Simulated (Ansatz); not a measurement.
# NaB (Fm-3m): phonons and vibrational spectra, part 2 of 2

Wanted: phonon frequencies of NaB (Fm-3m) and what follows from them.

Ansatz 0.2.0; DFT PBEsol, scalar-relativistic, plane waves, PAW.

So far. Step 3 (Relaxing to small forces for the phonons): The forces vanish by symmetry and the pressure is -0.004 GPa, within the tolerances set. The cell now holds 18.66 Å³/atom. Step 4 (Zone-centre response): Before it was imposed, the acoustic sum rule was missed by 9.7e-5 eV/Å². Small misses are needed for a sound result but don't prove that mesh and cutoff are converged. The lowest optical mode is real, 306 cm⁻¹. The relaxed cell has a = 5.305 Å (conventional setting).

## Step 5: The dispersion

Stability and thermal properties need the whole zone. Linear response on a 4×4×4 q mesh gives force constants as far as a supercell of that size would.

Input file input.yaml:

```yaml
crystal:
  lattice:
    - [0.0, 2.6524525913, 2.6524525913]
    - [2.6524525913, 0.0, 2.6524525913]
    - [2.6524525913, 2.6524525913, 0.0]
  atoms:
    - { symbol: Na, position: [0.0, 0.0, 0.0] }
    - { symbol: B, position: [0.5, 0.5, 0.5] }
kpoints:
  mp_grid: { grid: [12, 12, 12] }
hamiltonian:
  xc: pbesol
scf:
  occupations: { method: methfessel_paxton, width: 0.15 }
output:
  eigenvalues: true
phonons:
  method: dfpt
  qmesh: [4, 4, 4]
  temperatures: { t_max: 1000, t_step: 50 }
  qpath:
    path:
      - [[0.0, 0.0, 0.0], [0.5, 0.0, 0.5], [0.625, 0.25, 0.625]]
      - [[0.375, 0.375, 0.75], [0.0, 0.0, 0.0], [0.5, 0.5, 0.5], [0.5, 0.25, 0.75], [0.5, 0.0, 0.5]]
    npoints: 10
```

Command:

```sh
$ ansatz run input.yaml --threads 4 --pin off --max-ram 7168MiB --backend cpu --events-out ev --progress --plain --runs-dir out
```

Numbers of over 12 decimals in the logs are rounded to 6 here.

What it wrote:

```text
[...]
Crystal: 2 atoms, lattice volume = 37.323 Å³
Basis set: ecut = 420 eV, 725 PW (Γ), exchange–correlation on 54×54×54 points (8 copies of the dense FFT grid, shifted against one another)
Bands: 10, of which v1, the nominal top of the filled ones, is band 6 counted from 1 (5 counted from 0)
Symmetry: 48 space group operations
k-points: 72 of 1728
[...]
SCF iter   1: F=—  HF=-1624.680084 eV  |F-HF|=—  |Δ(HF+E_count)|=         —  Δρ=3.16e-3  dr2=2.51e-3  ethr=1.77e-3  ⟨swp⟩=4.9  Hψ=3937  notcnv=0
[...]
SCF iter   8: F=-1624.678184 eV  HF=-1624.678184 eV  |F-HF|=1.59e-12  |Δ(HF+E_count)|=  6.87e-11  S|Δr|=    0.00e0  Δρ=7.98e-8  dr2=2.46e-12  ethr=1.00e-12  ⟨swp⟩=3.9  Hψ=2939  notcnv=0
SCF 1 converged in 8 iterations: F = -1624.678184 eV  dr2 = 2.46e-12
[...]
SCF iter   4: F=-1624.678184 eV  HF=-1624.678184 eV  |F-HF|=6.82e-13  |Δ(HF+E_count)|=  1.86e-11  S|Δr|=    0.00e0  Δρ=5.56e-8  dr2=5.85e-13  ethr=1.00e-12  ⟨swp⟩=1.0  Hψ=2100  notcnv=0
SCF 2 converged in 4 iterations: F = -1624.678184 eV  dr2 = 5.85e-13
phonons: the bands overlap, so this run is a metal and interpolates without the dipole-dipole term. If the crystal is really an insulator or semiconductor, its LO-TO splitting is missing
NSCF: frozen V_eff on 72 k-points
[...]
DFPT response loops at q = (0, 0, 0) (fractional): preconditioner auto → Kerker (q_TF=auto, 2.258 Å⁻¹) (partly filled bands, converged f_vac=0.000); β = 1.00, the filter's whole step (`scf.mixing.beta` (0.50) is not read by the response loops under this deck's `scf.mixing.preconditioner`; to damp them name `kerker` or `kerker_dos`, under which they read `scf.mixing.beta`, and type it under 1.00, their step now; both keys bind the ground state too); Broyden in place of MSR1
[...]
SCF converged after 8 iterations
[...]
Free energy (F): -1624.678184 eV
[...]
Internal energy: -1624.677152 eV  (E = F + TS)
E sigma→0 (E₀):  -1624.677926 eV
Entropy (-TS):   -0.001033 eV (-0.516 meV/atom)
Fermi energy:    2.880952 eV
[...]
--- Band table (eV; the first three rows and the last of 72) ---
[...]
--- Phonons (Γ-DFPT): 2 representative perturbations + reference (Σ response iterations 6) ---
  ASR residual: 8.097e-5 → 0.000e0 eV/Å²; symmetrization residual: 2.190e-6 eV/Å²
  ASR residual per site (eV/Å²): 8.10e-5 3.88e-5
  Γ frequencies (cm⁻¹): 0.00 0.00 0.00 305.82 305.82 305.82
--- Phonons (arbitrary-q DFPT): 8 irreducible q on the 4×4×4 mesh ---
  q = [0.0000, 0.0000, 0.0000] (star 1, of the zone-centre solve; hermiticity 1.73e-6, symmetrization 1.08e-12): -0.00 0.00 0.00 305.82 305.82 305.82
  q = [0.0000, 0.0000, 0.2500] (star 8, 2 solved perturbations on 936 of 1728 k-point pairs; hermiticity 6.88e-7, symmetrization 6.68e-13): 66.46 108.51 108.51 263.07 281.51 281.51
[...]
q = [0.0000, 0.2500, 0.2500] (star 6, 4 solved perturbations in 1608 linear systems a pass and spin channel, the states on 510 of 1728 k-point pairs; hermiticity 6.75e-7, symmetrization 7.72e-13): -79.91 -79.91 183.67 218.54 299.93 299.93
[...]
sum rule: each row above includes the acoustic sum rule's correction from the zone centre's row sums; it moved no ω² by more than (0.99 cm⁻¹)²
  mesh force constants: q→R imaginary residual 8.43e-18; ASR residual 8.097e-5 → 0.000e0 eV/Å²; symmetrization residual 2.220e-15 eV/Å²
  interpolated dispersion: 62 rows × 6 modes
  density of states and harmonic sums: on the 20×20×20 q-mesh, interpolated from the force constants of a 4×4×4 supercell (no non-analytic term)
  largest difference from the sums on the solved wave vectors: F 8.35e-2 eV, S 1.14e-4 and C_V 3.15e-5 eV/K
  zero-point energy: 0.060574 eV/cell   skipped modes (ω ≤ 0): 396, of them read as no rigid motion or as one in doubt: 393 (1.545e0 modes/cell left out, lowest -206.40 cm⁻¹)   left out of the sums: 2.58e-1 of the cell's modes: C_V's classical limit lies that fraction below 3 k_B per atom; for a crystal, a wire or a layer, F and S can be off by more, and a phonons.interpolated_qmesh denser along its periods is the remedy for the sampling
```

Elapsed: 91 s, on 4 threads of Intel Xeon Platinum 8488C (Sapphire Rapids), shared host; peak memory 1.7 GiB; 5.4 min of CPU time.

Numbers from this step:

- sum-rule residual before enforcement: 8.10e-5 eV/Å²
- lowest frequency on the path: -206.4 cm⁻¹
- highest frequency on the path or at a solved wavevector: 305.8 cm⁻¹
- lowest mode on the q mesh (acoustic modes at Γ apart): -206.4 cm⁻¹

Frequencies (cm⁻¹) solved at each irreducible wavevector; negative means imaginary. Frequencies by wavevector, by row:

```csv
q in reciprocal lattice units,star,mode 1,mode 2,mode 3,mode 4,mode 5,mode 6
0 0 0,1,0,0,0,305.8,305.8,305.8
0 0 0.25,8,66.5,108.5,108.5,263.1,281.5,281.5
0 0 -0.5,4,-68.5,181.8,181.8,197.7,235.8,235.8
0 0.25 0.25,6,-79.9,-79.9,183.7,218.5,299.9,299.9
0 0.25 -0.5,24,-148.3,57,59,251,279.2,281.1
0 0.25 -0.25,12,-112.6,131.1,180.7,193.2,242.6,299.7
0 -0.5 -0.5,3,-206.4,-131.5,-131.5,283.3,304.9,304.9
0.25 -0.5 -0.25,6,-174.3,-174.3,186.6,206.5,287.4,287.4
```

Interpolated from a 4×4×4 q mesh. The phonon branches at the labelled points (cm⁻¹):

```csv
point,branch 1,branch 2,branch 3,branch 4,branch 5,branch 6
Γ,0,0,0,306,306,306
halfway,-80,-80,184,218,300,300
X,-206,-132,-132,283,305,305
halfway,-202,-123,-112,284,294,298
U,-184,-91,25,263,282,286
jump to K,-184,-91,25,263,282,286
halfway,-80,130,163,226,259,302
Γ,0,0,0,306,306,306
halfway,66,108,108,263,282,282
L,-68,182,182,198,236,236
halfway,-142,39,188,193,269,277
W,-174,-174,187,206,287,287
halfway,-198,-145,-23,278,284,298
X,-206,-132,-132,283,305,305
```

The phonon branches as a text plot (rows in cm⁻¹):

```
    295 |***********************************            *********
    274 |   *     **********     ***       ***       ****   *****
    252 |        *        * ******          ****   ***      *
    231 |    ** *          *    *             * ***
    210 |      *            *                  **       ****
    188 |      *             ***                 **********
    167 |    **              ** *              **  *       *
    146 |   *               *  * *            *     *
    124 |       *            ** *            *              *
    103 |  *               *     ***        *        *
     82 |                   *     **       *                 *
     60 |                           *     ****
     39 | *                          *   *    *       *
     18 |                 *             *
     -4 |*                            **
    -25 | **                        **         *
    -46 |   *            * *      **
    -68 |    **                  *              ***
    -89 |      ***      * *    **                  *   *      *
   -110 |        ***   ***   **                     *          *
   -132 |           ****                             ** *     ***
   -153 |         **        *                          **   **
   -174 |                 **                             ***
   -196 |           ******                                  *****
         Γ           X  U|K            Γ         L        W     X
```

The phonon density of states has structure finer than the step of the table below, so its rows give means over 20 cm⁻¹, whole bins alone (the curve runs from -208 to 308 cm⁻¹). Peaks (cm⁻¹: height): -127.5: 0.0134, 182.5: 0.0262, 297.5: 0.0624.

Tetrahedra on a 20×20×20 mesh, mean over bins of 5 cm-1. Interpolated from a 4×4×4 q mesh. Table of phonon density of states by wavenumber; means over each step:

```csv
wavenumber (cm⁻¹),phonon density of states (1/cm⁻¹/cell)
-180,0.00565
-160,0.00850
-140,0.0109
-120,0.0127
-100,0.0112
-80,0.00943
-60,0.00682
-40,0.00468
-20,0.00350
0,0.00313
20,0.00308
40,0.00354
60,0.00459
80,0.00591
100,0.00754
120,0.00931
140,0.00962
160,0.0112
180,0.0170
200,0.0131
220,0.0135
240,0.0151
260,0.0254
280,0.0455
```

The partial phonon density of states has structure finer than the step of the table below, so its rows give means over 20 cm⁻¹, whole bins alone (the curve runs from -216 to 325 cm⁻¹). Peaks (cm⁻¹: height): B -130.6: 0.00803, 297.8: 0.0304; Na -96.6: 0.00621, 97.2: 0.0068, 182.2: 0.0165, 284.2: 0.0266.

Phonopy on the run's constants, 19x19x19 mesh, Gaussian sigma 3.9 cm-1. Interpolated from a 4×4×4 q mesh. The partial phonon density of states by wavenumber; means over each step; values in 1/cm⁻¹/cell:

```csv
wavenumber (cm⁻¹),B,Na
-200,0.00151,7.7e-4
-180,0.00363,0.00206
-160,0.00539,0.00335
-140,0.00643,0.00450
-120,0.00696,0.00548
-100,0.00642,0.00547
-80,0.00509,0.00465
-60,0.00333,0.00368
-40,0.00237,0.00261
-20,0.00119,0.00159
0,1.6e-4,3.0e-4
20,0.00109,0.00125
40,0.00248,0.00291
60,0.00205,0.00248
80,0.00214,0.00268
100,0.00411,0.00508
120,0.00385,0.00464
140,0.00415,0.00619
160,0.00316,0.00770
180,0.00290,0.0141
200,0.00477,0.00945
220,0.00601,0.00669
240,0.00953,0.00596
260,0.0158,0.00936
280,0.0243,0.0209
300,0.0210,0.0160
```

Second derivatives of the energy by pair, one row for each kind of neighbour of each atom listed. Each entry sums the pair over the periodic images of the supercell that the q mesh stands for, and in a polar crystal it holds the long-range dipole part too. Force constants by pair, by row:

```csv
atom,neighbour,distance (Å),third of the trace (eV/Å²),along the pair's line (eV/Å²)
Na1,itself,0,2.952,–
Na1,B,2.652,-0.4367,-1.492
Na1,Na,3.751,-0.0345,-0.1003
Na1,B,4.594,0.0148,0.0379
Na1,Na,5.305,-0.0013,-0.0145
Na1,B,5.931,6.00e-4,0.0077
Na1,Na,6.497,-2.00e-4,-2.00e-4
B2,itself,0,1.493,–
B2,Na,2.652,-0.4367,-1.492
B2,B,3.751,0.105,0.3752
B2,Na,4.594,0.0148,0.0379
B2,B,5.305,-0.0058,-0.0241
B2,Na,5.931,6.00e-4,0.0077
B2,B,6.497,-0.0086,-0.0229
```

Symmetry leaves 8 wavevectors to solve. The lowest mode among them, the acoustic zeros apart, lies at q = (0, -0.5, -0.5) and is imaginary, 206.4i cm⁻¹, so the energy falls along it.

## Step 6: Another isotope

An isotope changes the mass and not the force constants, so no new electronic calculation is needed; the shifts show which modes move this element.

The same force constants with the mass of B changed from 10.810 to 10.013 u (phonopy, no LO-TO term). Both lists are sorted by frequency; levels can cross, so a row need not hold one and the same mode. Modes under 3 cm⁻¹ are left out. Isotope shifts, by row:

```csv
q,rank,natural mass (cm⁻¹),changed mass (cm⁻¹)
0 0 0,4,305.8,314
0 0 0,5,305.8,314
0 0 0,6,305.8,314
0 0 0.25,1,66.46,67.62
0 0 0.25,2,108.5,109.7
0 0 0.25,3,108.5,109.7
0 0 0.25,4,263.1,268.6
0 0 0.25,5,281.5,289.4
0 0 0.25,6,281.5,289.4
0 0 -0.5,1,-68.52,-71.2
0 0 -0.5,2,181.8,181.8
0 0 -0.5,3,181.8,181.8
0 0 -0.5,4,197.7,197.7
0 0 -0.5,5,235.8,245
0 0 -0.5,6,235.8,245
0 0.25 0.25,1,-79.91,-81.11
0 0.25 0.25,2,-79.91,-81.11
0 0.25 0.25,3,183.7,184.7
0 0.25 0.25,4,218.5,225.9
0 0.25 0.25,5,299.9,307
0 0.25 0.25,6,299.9,307
```

A mode of this element alone would shift by +3.90 %. The highest zone-centre frequency without the field goes from 305.8 to 314.0 cm⁻¹ (+2.7 %). The product of the frequency ratios over all optical modes at Γ is 1.082; the product rule, (m/m′)^(3k/2) (M′/M)^(3/2) with k = 1 such atoms and M the mass of the cell, gives 1.082.

## Step 7: Summary of results

* space group after relaxation (within 0.01 Å): Fm-3m
* volume per atom: 18.7 Å³
* electronic character: no gap on this mesh
* highest optical mode at the zone centre (no LO-TO term): 306 cm⁻¹
* lowest optical zone-centre mode: 306 cm⁻¹
* lowest mode on the q mesh (acoustic modes at Γ apart): -206 cm⁻¹
* highest frequency on the path or at a solved wavevector: 306 cm⁻¹
* imaginary modes on the 4×4×4 q mesh: yes

In words: Modes are clearly imaginary (beyond 10i cm⁻¹) at 6 of the 8 irreducible wavevectors, most at q = (0, -0.5, -0.5) (206.4i cm⁻¹), so this structure is not a minimum of the energy. The optical modes at Γ form one degenerate level at 306 cm⁻¹. The highest mode in this list at Γ, 305.8 cm⁻¹, has its largest share on B (68 % of the kinetic energy). With no gap, or one that is small against the smearing, the frequencies hang on the k mesh and the smearing, most of all near Kohn anomalies. A phonon run warned that its eigensolver left some bands unconverged in a pass. These are harmonic frequencies at zero temperature: anharmonic shifts, linewidths and thermal expansion are left out.

[Logs are printed without paths, hosts, clocks, repeated set-up lines and the standing remarks that a program may print on its own settings, such as how far it seeks lower states.]

[Hosts, paths, dates, database ids (printed as entryN), source tags and the programs' standing remarks are cut or masked in the printed files.]
